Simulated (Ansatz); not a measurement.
# MoSeS monolayer, Janus: from the cell to its phonons

How does MoSeS monolayer, Janus vibrate, and is this structure a minimum?

Calculated with Ansatz 0.2.0; DFT PBEsol, scalar-relativistic, plane waves, PAW; PAW set soft_1.

**1. The starting structure**

The cell holds 3 atoms: 1 Mo, 1 S and 1 Se. Cell: a = 3.300 Å, b = 3.300 Å, c = 20.000 Å, α = 90.0°, β = 90.0°, γ = 120.0°. It derives from MoSeS. Vacuum lies along c.

**2. Rough relaxation**

The start is far from rest, so a relaxation with loose tolerances brings it close first.

The program solves this slab on a cell height of its own, 30.4 Å, in place of the one typed.

Input file input.yaml:

```yaml
crystal:
  lattice:
    - [3.3, 0.0, 0.0]
    - [-1.65, 2.85788, 0.0]
    - [0.0, 0.0, 20.0]
  atoms:
    - { symbol: Mo, position: [0.333333, 0.666667, 0.5] }
    - { symbol: S, position: [0.666667, 0.333333, 0.58] }
    - { symbol: Se, position: [0.666667, 0.333333, 0.415] }
  periodic: [true, true, false]
kpoints:
  mp_grid: { grid: [9, 9, 1] }
hamiltonian:
  xc: pbesol
  pseudopotentials: { kind: paw, azcp: { folder: soft_1 }, xc_functional: pbe }
scf:
  occupations: { method: gaussian, width: 0.1 }
output:
  forces: true
  stress: true
  eigenvalues: true
relax:
  adjacent_minimum: "off"
  f_tol: 0.05
  max_steps: 80
  cell: { stress_2d_tol: 0.02 }
```

Run with:

```console
$ ansatz run input.yaml --threads 8 --pin off --max-ram 16384MiB --backend cpu --events-out ev --progress --plain --runs-dir out
```

Numbers of over 12 decimals in the logs are rounded to 6 here.

The program printed:

```text
[...]
F+E_penalty+E_count = -11209.08495025 eV   max|allowed force component| = 2.530e-3 eV/Å   (the final SCF, on the basis selected at the relaxed cell)
  cell:  # Å, volume = 270.0910 Å³
    - [3.202971, 0, 0]
    - [-1.601485, 2.773854, 0]
    - [0, 0, 30.4]
  atoms:
    - { symbol: Mo, position: [0.333333, 0.666667, 0.329746] }
    - { symbol: S, position: [0.666667, 0.333333, 0.379892] }
    - { symbol: Se, position: [0.666667, 0.333333, 0.273914] }
[key lines of the parts left out:]
SCF converged after 9 iterations
Free energy (F): -11209.084950 eV
Fermi energy:    -4.831215 eV
P = ½ c Tr σ = 0.0097 N/m
```

Wall time 10 s (8 threads of Arm Neoverse V1, shared host); peak memory 0.76 GiB; 72 s of CPU time.

Step by step:

```
step  energy less that of the first step (eV)  largest force component (eV/Å)  volume (Å³)
   1                                   0.0000                          1.6052       286.70
   2                                  -0.1302                          1.0418       270.38
   3                                  -0.1762                          0.2169       267.86
   4                                  -0.1798                          0.0286       270.56
   5                                  -0.1799                          0.0022       270.09
  6*                                  -0.1794                          0.0025       270.09
```

Relaxation steps marked * repeat the geometry before them on a plane-wave basis chosen anew for their cell, so energy and pressure can jump there.

Forces are held to the 6 operations that the run works with; a distortion that breaks them can't arise in this run.

| cell as run | before | after | change |
| --- | --- | --- | --- |
| a (Å) | 3.300 | 3.203 | -2.9 % |
| b (Å) | 3.300 | 3.203 | -2.9 % |

The atoms that moved most (Å, along periodic axes as changes of fractional coordinates times the final cell, across vacuum about the mean position):

| atom | dx | dy | dz | length |
| --- | --- | --- | --- | --- |
| S2 | 0.000 | 0.000 | -0.051 | 0.051 |
| Se3 | 0.000 | 0.000 | 0.027 | 0.027 |
| Mo1 | 0.000 | 0.000 | 0.024 | 0.024 |

Final coordinates:

```xyz
3
Lattice="3.2030 0.0000 0.0000 -1.6015 2.7739 0.0000 0.0000 0.0000 30.4000" Properties=species:S:1:pos:R:3
Mo    0.0000    1.8492   10.0243
S     1.6015    0.9246   11.5487
Se    1.6015    0.9246    8.3270
```

This step gave:

| Quantity | Value |
| --- | --- |
| gap on the k-mesh | 1.702 eV |
| direct gap on mesh | 1.702 eV |
| area per atom | 2.962 Å² |

The relaxation ends with a largest force component of 0.0025 eV/Å.

**3. Relaxation**

The cell and atoms are relaxed, since residual forces and stress would shift the frequencies.

Input file input.yaml:

```yaml
crystal:
  lattice:
    - [3.202970817, 0.0, 0.0]
    - [-1.6014854085, 2.7738540951, 0.0]
    - [0.0, 0.0, 30.4]
  atoms:
    - { symbol: Mo, position: [0.3333333333, 0.6666666667, 0.329746309] }
    - { symbol: S, position: [0.6666666667, 0.3333333333, 0.3798918457] }
    - { symbol: Se, position: [0.6666666667, 0.3333333333, 0.2739144768] }
  periodic: [true, true, false]
kpoints:
  mp_grid: { grid: [12, 12, 1] }
hamiltonian:
  xc: pbesol
  pseudopotentials: { kind: paw, azcp: { folder: soft_1 }, xc_functional: pbe }
scf:
  occupations: { method: gaussian, width: 0.02 }
output:
  forces: true
  stress: true
  eigenvalues: true
  write_density: true
  write_potential: true
  elf: true
  volumetric_format: npy
relax:
  adjacent_minimum: "off"
  f_tol: 0.005
  max_steps: 80
  cell: { stress_2d_tol: 0.02 }
```

The program printed:

```text
[...]
Crystal: 3 atoms, lattice volume = 270.091 Å³
Basis set: ecut = 420 eV, 5333 PW (Γ), exchange–correlation on 48×48×432 points (8 copies of the dense FFT grid, shifted against one another)
Bands: 22, of which v1, the nominal top of the filled ones, is band 18 counted from 1 (17 counted from 0)
Symmetry: 6 space group operations
[...]
k-points: 19 of 144 (time reversal used)
[...]
SCF iter   1: F=—  HF=-11210.342576 eV  |F-HF|=—  |Δ(HF+E_count)|=         —  Δρ=3.57e-2  dr2=5.11e0  ethr=3.10e-3  ⟨swp⟩=18.1  Hψ=3852  notcnv=0
[...]
SCF iter  11: F=-11209.085000 eV  HF=-11209.085000 eV  |F-HF|=5.04e-10  |Δ(HF+E_count)|=   2.34e-8  Δρ=4.87e-7  dr2=1.96e-9  ethr=2.48e-11  ⟨swp⟩=10.4  Hψ=3312  notcnv=0
SCF 1 converged in 11 iterations: F = -11209.085000 eV  dr2 = 1.96e-9
[...]
relax step   1: F+E_penalty+E_count = -11209.08499986 eV  Δ(F+E_penalty+E_count) = +0.000e0 eV  max|allowed force component| = 2.493e-3 eV/Å  Δτ_max = 0.0000 Å  P = +0.010 N/m  Ω = 270.091 Å³  fix = [c, alpha, beta]  reactions: c +0.000 N/m  (11 SCF iters, dr2 threshold 1.00e-7 eV, accepted)
[...]
SCF iter   1: F=—  HF=-11209.084999 eV  |F-HF|=—  |Δ(HF+E_count)|=         —  Δρ=1.22e-6  dr2=5.29e-9  ethr=2.46e-7  ⟨swp⟩=6.6  Hψ=5758  notcnv=0
eigensolver tolerance schedule: the retry pair's looser diagonalisation over-reported the residual by 16758.83 of it (diagonalisation noise at an unbounded share of the residual, at the tolerance the schedule requests for it); recorded, not acted on — ethr = c·dr2/N_el stays at c = 1.0e-1
[...]
SCF iter   2: F=—  HF=-11209.085000 eV  |F-HF|=—  |Δ(HF+E_count)|=   4.60e-7  Δρ=8.51e-7  dr2=9.82e-9  ethr=1.47e-11  ⟨swp⟩=6.7  Hψ=1661  notcnv=0
[...]
SCF iter   7: F=-11209.085000 eV  HF=-11209.085000 eV  |F-HF|=3.46e-11  |Δ(HF+E_count)|=  3.13e-10  Δρ=1.67e-8  dr2=1.17e-12  ethr=1.00e-12  ⟨swp⟩=11.1  Hψ=3111  notcnv=0
SCF 2 converged in 7 iterations: F = -11209.085000 eV  dr2 = 1.17e-12
relax step   2: F+E_penalty+E_count = -11209.08499986 eV  Δ(F+E_penalty+E_count) = -1.733e-9 eV  max|allowed force component| = 2.493e-3 eV/Å  Δτ_max = 0.0000 Å  P = +0.010 N/m  Ω = 270.091 Å³  fix = [c, alpha, beta]  reactions: c +0.000 N/m  stress off target by 9.87e-3 N/m on what of the cell is left free  SCF on the basis re-selected at this cell (its energy is not comparable with the rows above)  (7 SCF iters)
basis re-selected at this cell: Δ(F+E_penalty+E_count) = -1.733e-9 eV, ΔP = +0.000 N/m vs the last step (what re-selecting the basis moved, of the pressure what is left beyond the Pulay correction that the steps carried, after the strain that the cell walked since its last selection, with what the two solves' SCF thresholds leave and, on support functions, any second-order correction that the steps lacked; it is no m [...]
WARN: The output density's exchange-correlation potential varies sharply where the density is thin. Do not read a vacuum level from v_tot or v_xc, or from such a field of the output density. On a cell that repeats whose density bears no net charge and no dipole along the vacuum's axis use v_es (v_loc + v_h of the components); under efield.dipole_correction with no amplitude use v_es + v_field, which holds any externa [...]
SCF converged after 7 iterations
Free energy (F): -11209.085000 eV
[...]
Internal energy: -11209.085000 eV  (E = F + TS)
E sigma→0 (E₀):  -11209.085000 eV
Fermi energy:    -4.831215 eV
[...]
--- Forces (eV/Å), atoms counted from 1 ---
  atom   1  Mo     0.00000000    -0.00000000    -0.00104779
  atom   2  S      0.00000000     0.00000000     0.00249324
  atom   3  Se    -0.00000000     0.00000000    -0.00144587
  max |Σ_I F_I| component: 4.27e-7 eV/Å
--- 2D stress c σ (N/m, compression-positive) ---
        0.009867       0.000000       0.000000
        0.000000       0.009867       0.000000
        0.000000       0.000000       0.000000
  P = ½ c Tr σ = 0.0099 N/m
--- Band table (eV; the first three rows and the last of 19) ---
  k-point 0: bands = [... 14 lower, -7.6713, -6.8370, -6.8370, -5.7536, -2.7253, -2.7253, -2.3629, -2.3629]
  k-point 1: bands = [... 14 lower, -7.8792, -6.9794, -6.7582, -5.7783, -2.9213, -2.7838, -2.6284, -2.4365]
  k-point 2: bands = [... 14 lower, -7.9096, -7.2192, -6.8088, -5.9645, -3.4823, -3.0080, -2.8853, -2.1372]
  k-point 18: bands = [... 14 lower, -9.1594, -8.6499, -7.8155, -5.6821, -3.9803, -2.8375, -2.1950, -0.8101]
--- Relaxed structure (1 steps of the walk, 1 accepted, 1 SCFs on fresh bases) ---
[...]
cell:  # Å, volume = 270.0910 Å³
    - [3.202971, 0.0, 0.0]
    - [-1.601485, 2.773854, 0.0]
    - [0.0, 0.0, 30.4]
  atoms:
    - { symbol: Mo, position: [0.333333, 0.666667, 0.329746] }
    - { symbol: S, position: [0.666667, 0.333333, 0.3798918457] }
    - { symbol: Se, position: [0.666667, 0.333333, 0.2739144768] }
```

It took 5.8 s on 8 threads; peak memory 0.76 GiB.

Little changed from the start: no atom moved by 0.005 Å and no cell edge by 0.1 %.

ELF in the ac plane at fractional y = 0.333, with atoms of S and Se within 0.2 Å of it. It is the smooth field of the valence electrons, not physical close to the nuclei.

Ten even steps from '_' (0.00) to '@' (0.84), each cell a mean:
```
__________________________________
__________________________________
__________________________________
__________________________________
__________________________________
__________________________________
__________________________________
__________________________________
__________________________________
__________________________________
__________________________________
__________________________________
__________________________________
::________..::==**##%%%%%%####++==
##==....::++%%@@@@%%**++++**@@@@@@
==--::::::--==++****++++++******++
----::::::--==++++++++++++++++++==
##++::..--**%%@@%%##++====**%%@@%%
--..______..==**##%%@@@@@@@@%%##++
__________________............____
__________________________________
__________________________________
__________________________________
__________________________________
```
Columns run along a (3.2 Å), rows up along c (30.4 Å). Atoms in or near the plane, at fractional coordinates: S at (0.67, 0.38), Se at (0.67, 0.27).

Valence density in the ac plane at fractional y = 0.333, with atoms of S and Se within 0.2 Å of it. It is the smooth field of the valence electrons, not physical close to the nuclei.

Ten steps, logarithmic in the rise over the least value, from '_' (0 e/Å³) to '@' (23 e/Å³), each cell a mean:
```
__________________________________
__________________________________
__________________________________
__________________________________
__________________________________
__________________________________
__________________________________
__________________________________
__________________________________
__________________________________
__________________________________
__________________________________
__________________________________
__________________________________
....______....::------::--------::
::::::::::::::::::::::::::::::::::
::::::::::::::::::::--------::::::
............::::==**%%@@@@##++--::
__________________............____
__________________________________
__________________________________
__________________________________
__________________________________
__________________________________
```
Columns run along a (3.2 Å), rows up along c (30.4 Å). Atoms in or near the plane, at fractional coordinates: S at (0.67, 0.38), Se at (0.67, 0.27).

Electrostatic potential energy in the ac plane at fractional y = 0.333, with atoms of S and Se within 0.2 Å of it. With pseudopotentials it is smooth inside the atoms' cores, unlike the true potential.

Ten even steps from '_' (-22 eV) to '@' (0 eV), each cell a mean:
```
@@@@@@@@@@@@@@@@@@@@@@@@@@@@@@@@@@
@@@@@@@@@@@@@@@@@@@@@@@@@@@@@@@@@@
@@@@@@@@@@@@@@@@@@@@@@@@@@@@@@@@@@
@@@@@@@@@@@@@@@@@@@@@@@@@@@@@@@@@@
@@@@@@@@@@@@@@@@@@@@@@@@@@@@@@@@@@
@@@@@@@@@@@@@@@@@@@@@@@@@@@@@@@@@@
@@@@@@@@@@@@@@@@@@@@@@@@@@@@@@@@@@
@@@@@@@@@@@@@@@@@@@@@@@@@@@@@@@@@@
@@@@@@@@@@@@@@@@@@@@@@@@@@@@@@@@@@
@@@@@@@@@@@@@@@@@@@@@@@@@@@@@@@@@@
@@@@@@@@@@@@@@@@@@@@@@@@@@@@@@@@@@
@@@@@@@@@@@@@@@@@@@@@@@@@@@@@@@@@@
@@@@@@@@@@@@@@@@@@@@@@@@@@@@@@@@@@
@@@@@@@@@@@@@@@@@@@@@@@@@@@@@@@@@@
##%%@@@@%%%%##--..__________..::++
++====--====++++==------------==++
++==------==++++================++
**##%%%%%%##++..__::++****++..__::
@@@@@@@@@@@@@@%%%%%%######%%%%%%@@
@@@@@@@@@@@@@@@@@@@@@@@@@@@@@@@@@@
@@@@@@@@@@@@@@@@@@@@@@@@@@@@@@@@@@
@@@@@@@@@@@@@@@@@@@@@@@@@@@@@@@@@@
@@@@@@@@@@@@@@@@@@@@@@@@@@@@@@@@@@
@@@@@@@@@@@@@@@@@@@@@@@@@@@@@@@@@@
```
Columns run along a (3.2 Å; values clipped at the 3rd and 97th percentile), rows up along c (30.4 Å). Atoms in or near the plane, at fractional coordinates: S at (0.67, 0.38), Se at (0.67, 0.27).

**4. Relaxing to small forces for the phonons**

Phonons need a cell at rest on their own settings, so the relaxation is repeated with tight tolerances on forces and stress, using the mesh and the filling of the phonon run that follows.

input.yaml: that of step 3 with these lines changed.

```diff
@@ -16,3 +16,3 @@
 scf:
-  occupations: { method: gaussian, width: 0.02 }
+  occupations: { method: fixed }
 output:
@@ -27,4 +27,4 @@
   adjacent_minimum: "off"
-  f_tol: 0.005
-  max_steps: 80
-  cell: { stress_2d_tol: 0.02 }
+  f_tol: 0.001
+  max_steps: 60
+  cell: { stress_2d_tol: 0.002 }
```

The program printed:

```text
[...]
Crystal: 3 atoms, lattice volume = 270.091 Å³
Basis set: ecut = 420 eV, 5333 PW (Γ), exchange–correlation on 48×48×432 points (8 copies of the dense FFT grid, shifted against one another)
Bands: 22, of which v1, the nominal top of the filled ones, is band 18 counted from 1 (17 counted from 0)
Symmetry: 6 space group operations
[...]
k-points: 19 of 144 (time reversal used)
[...]
--- Relaxed structure (3 steps of the walk, 3 accepted, 1 SCFs on fresh bases) ---
[...]
cell:  # Å, volume = 270.1142 Å³
    - [3.203108, 0.0, 0]
    - [-1.601554, 2.773973, 0]
    - [0, 0, 30.4]
  atoms:
    - { symbol: Mo, position: [0.333333, 0.666667, 0.329746] }
    - { symbol: S, position: [0.666667, 0.333333, 0.379894] }
    - { symbol: Se, position: [0.666667, 0.333333, 0.273913] }
[key lines of the parts left out:]
SCF converged after 10 iterations
Free energy (F): -11209.085000 eV
Fermi energy:    -5.682094 eV
P = ½ c Tr σ = -0.0007 N/m
```

Elapsed: 9.7 s, on 8 threads; peak memory 0.78 GiB; 70 s of CPU time.

Little changed from the start: no atom moved by 0.005 Å and no cell edge by 0.1 %.

This step gave:

| Item | Value |
| --- | --- |
| gap on the k-mesh | 1.701 eV |
| direct gap on mesh | 1.701 eV |

Electrostatic potential energy in the ac plane at fractional y = 0.333, with atoms of S and Se within 0.2 Å of it. With pseudopotentials it is smooth inside the atoms' cores, unlike the true potential.

Values in eV, 24 rows by 14 columns, each cell a mean:
```
  0   0   0   0   0   0   0   0   0   0   0   0   0   0
  0   0   0   0   0   0   0   0   0   0   0   0   0   0
  0   0   0   0   0   0   0   0   0   0   0   0   0   0
  0   0   0   0   0   0   0   0   0   0   0   0   0   0
  0   0   0   0   0   0   0   0   0   0   0   0   0   0
  0   0   0   0   0   0   0   0   0   0   0   0   0   0
  0   0   0   0   0   0   0   0   0   0   0   0   0   0
  0   0   0   0   0   0   0   0   0   0   0   0   0   0
  0   0   0   0   0   0   0   0   0   0   0   0   0   0
  0   0   0   0   0   0   0   0   0   0   0   0   0   0
  0   0   0   0   0   0   0   0   0   0   0   0   0   0
  0   0   0   0   0   0   0   0   0   0   0   0   0   0
  0   0   0   0   0   0   0   0   0   0   0   0   0   0
  0   0   0   0   0   0   0  -1  -1  -1  -1  -1  -1   0
 -5  -3  -2  -2  -3  -8 -16 -20 -21 -22 -22 -21 -18 -12
-10 -12 -13 -13 -11 -10 -12 -14 -15 -15 -15 -14 -13 -10
-11 -13 -14 -14 -12 -10 -11 -12 -13 -13 -13 -13 -12 -10
 -8  -4  -3  -3  -6 -13 -21 -19 -11  -7  -8 -15 -21 -17
 -1  -1  -1  -1  -1  -2  -2  -3  -4  -5  -5  -4  -3  -2
  0   0   0   0   0   0   0   0   0   0   0   0   0   0
  0   0   0   0   0   0   0   0   0   0   0   0   0   0
  0   0   0   0   0   0   0   0   0   0   0   0   0   0
  0   0   0   0   0   0   0   0   0   0   0   0   0   0
  0   0   0   0   0   0   0   0   0   0   0   0   0   0
```
Columns run along a (3.2 Å; values clipped at the 3rd and 97th percentile), rows up along c (30.4 Å). Atoms in or near the plane, at fractional coordinates: S at (0.67, 0.38), Se at (0.67, 0.27).

Valence density in the ac plane at fractional y = 0.333, with atoms of S and Se within 0.2 Å of it. It is the smooth field of the valence electrons, not physical close to the nuclei.

Values in e/Å³, 24 rows by 14 columns, each cell a mean:
```
 0  0  0  0  0  0  0  0  0  0  0  0  0  0
 0  0  0  0  0  0  0  0  0  0  0  0  0  0
 0  0  0  0  0  0  0  0  0  0  0  0  0  0
 0  0  0  0  0  0  0  0  0  0  0  0  0  0
 0  0  0  0  0  0  0  0  0  0  0  0  0  0
 0  0  0  0  0  0  0  0  0  0  0  0  0  0
 0  0  0  0  0  0  0  0  0  0  0  0  0  0
 0  0  0  0  0  0  0  0  0  0  0  0  0  0
 0  0  0  0  0  0  0  0  0  0  0  0  0  0
 0  0  0  0  0  0  0  0  0  0  0  0  0  0
 0  0  0  0  0  0  0  0  0  0  0  0  0  0
 0  0  0  0  0  0  0  0  0  0  0  0  0  0
 0  0  0  0  0  0  0  0  0  0  0  0  0  0
 0  0  0  0  0  0  0  0  0  0  0  0  0  0
 0  0  0  0  0  0  1  1  1  1  1  1  1  1
 0  0  0  0  0  0  1  1  1  1  1  1  1  0
 0  0  0  0  0  0  0  1  1  1  1  1  1  0
 0  0  0  0  0  0  1  3 11 22 17  6  2  1
 0  0  0  0  0  0  0  0  0  0  0  0  0  0
 0  0  0  0  0  0  0  0  0  0  0  0  0  0
 0  0  0  0  0  0  0  0  0  0  0  0  0  0
 0  0  0  0  0  0  0  0  0  0  0  0  0  0
 0  0  0  0  0  0  0  0  0  0  0  0  0  0
 0  0  0  0  0  0  0  0  0  0  0  0  0  0
```
Columns run along a (3.2 Å), rows up along c (30.4 Å). Atoms in or near the plane, at fractional coordinates: S at (0.67, 0.38), Se at (0.67, 0.27).

ELF in the ac plane at fractional y = 0.333, with atoms of S and Se within 0.2 Å of it. It is the smooth field of the valence electrons, not physical close to the nuclei.

Values, 24 rows by 14 columns, each cell a mean:
```
0.00 0.00 0.00 0.00 0.00 0.00 0.00 0.00 0.00 0.00 0.00 0.00 0.00 0.00
0.00 0.00 0.00 0.00 0.00 0.00 0.00 0.00 0.00 0.00 0.00 0.00 0.00 0.00
0.00 0.00 0.00 0.00 0.00 0.00 0.00 0.00 0.00 0.00 0.00 0.00 0.00 0.00
0.00 0.00 0.00 0.00 0.00 0.00 0.00 0.00 0.00 0.00 0.00 0.00 0.00 0.00
0.00 0.00 0.00 0.00 0.00 0.00 0.00 0.00 0.00 0.00 0.00 0.00 0.00 0.00
0.00 0.00 0.00 0.00 0.00 0.00 0.00 0.00 0.00 0.00 0.00 0.00 0.00 0.00
0.00 0.00 0.00 0.00 0.00 0.00 0.00 0.00 0.00 0.00 0.00 0.00 0.00 0.00
0.00 0.00 0.00 0.00 0.00 0.00 0.00 0.00 0.00 0.00 0.00 0.00 0.00 0.00
0.00 0.00 0.00 0.00 0.00 0.00 0.00 0.00 0.00 0.00 0.00 0.00 0.00 0.00
0.00 0.00 0.00 0.00 0.00 0.00 0.00 0.00 0.00 0.00 0.00 0.00 0.00 0.00
0.00 0.00 0.00 0.00 0.00 0.00 0.00 0.00 0.00 0.00 0.00 0.00 0.00 0.00
0.00 0.00 0.00 0.00 0.00 0.00 0.00 0.00 0.00 0.00 0.00 0.00 0.00 0.00
0.00 0.00 0.00 0.00 0.00 0.01 0.02 0.04 0.06 0.07 0.06 0.05 0.03 0.01
0.15 0.04 0.01 0.02 0.09 0.27 0.46 0.60 0.67 0.70 0.69 0.64 0.54 0.38
0.60 0.29 0.13 0.17 0.45 0.74 0.83 0.76 0.57 0.48 0.51 0.66 0.81 0.81
0.34 0.25 0.22 0.23 0.30 0.43 0.53 0.57 0.52 0.46 0.48 0.55 0.56 0.48
0.32 0.25 0.23 0.24 0.29 0.38 0.45 0.48 0.47 0.45 0.46 0.48 0.48 0.42
0.62 0.36 0.19 0.24 0.50 0.72 0.76 0.68 0.51 0.39 0.44 0.59 0.73 0.76
0.26 0.09 0.03 0.05 0.17 0.41 0.60 0.71 0.77 0.79 0.79 0.75 0.67 0.52
0.01 0.00 0.00 0.00 0.01 0.02 0.05 0.09 0.13 0.15 0.14 0.11 0.07 0.04
0.00 0.00 0.00 0.00 0.00 0.00 0.00 0.00 0.00 0.00 0.00 0.00 0.00 0.00
0.00 0.00 0.00 0.00 0.00 0.00 0.00 0.00 0.00 0.00 0.00 0.00 0.00 0.00
0.00 0.00 0.00 0.00 0.00 0.00 0.00 0.00 0.00 0.00 0.00 0.00 0.00 0.00
0.00 0.00 0.00 0.00 0.00 0.00 0.00 0.00 0.00 0.00 0.00 0.00 0.00 0.00
```
Columns run along a (3.2 Å), rows up along c (30.4 Å). Atoms in or near the plane, at fractional coordinates: S at (0.67, 0.38), Se at (0.67, 0.27).

The largest force component left is 0.14 meV/Å, within the tolerances set.

(Continued in part 2 of 3.)

[Logs are printed without paths, hosts, clocks, repeated set-up lines and the standing remarks that a program may print on its own settings, such as how far it seeks lower states.]

[Hosts, paths, dates, database ids (printed as entryN), source tags and the programs' standing remarks are cut or masked in the printed files.]
